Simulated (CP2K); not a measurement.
Two runs for the C K edge of vinyl chloride. Run A: CP2K XAS_TDP, all-electron GAPW, PBEh(45%), aug-pc-2, TDA, no relativity. Run B differs in one setting.

First lines with a strength over 0.0015. A:

```
                      atom  energy (eV)  states  strength, one atom
  C1 (bonded to C and 2 H)       280.67       1              0.0528
                                 284.03       1              0.0077
                                 284.24       1              0.0170
                                 284.83       1              0.0017
                                 285.24       1              0.0025
C2 (bonded to C, Cl and H)       281.99       1              0.0578
                                 283.86       1              0.0529
                                 285.46       1              0.0124
                                 286.43       1              0.0017
                                 287.46       1              0.0059
```

B:

| atom | energy (eV) | states | strength, one atom |
| --- | --- | --- | --- |
| C1 (bonded to C and 2 H) | 275.24 | 1 | 0.0400 |
|  | 277.47 | 1 | 0.0038 |
|  | 277.65 | 1 | 0.0052 |
|  | 278.00 | 1 | 0.0032 |
|  | 278.31 | 1 | 0.0022 |
| C2 (bonded to C, Cl and H) | 276.62 | 1 | 0.0457 |
|  | 278.32 | 1 | 0.0386 |
|  | 278.91 | 1 | 0.0054 |
|  | 279.53 | 1 | 0.0017 |
|  | 280.65 | 1 | 0.0033 |

Question: Which was it: the functional, scalar relativity switched on, the basis, GW2X switched on?

The functional (functional from PBEh(45%) to PBE0; the lines alone don't name the new value). A functional moves all lines by electronvolts and changes their spacings and strengths. Against PBEh(45%) in aug-pc-2, the leading lines move by -5.43 eV (C1, to 275.24) and -5.37 eV (C2, to 276.62); the strength of C1's goes from 0.0528 to 0.0400. The next line of C1 over the strength cut lies 2.23 eV higher, against 3.36.

[Banner, clock and machine lines of the logs are left out without a mark of their own.]

[Logs are printed without paths, hosts, clocks, repeated set-up lines and the standing remarks that a program may print on its own settings, such as how far it seeks lower states.]

[Hosts, paths, dates, database ids (printed as entryN), source tags and the programs' standing remarks are cut or masked in the printed files.]
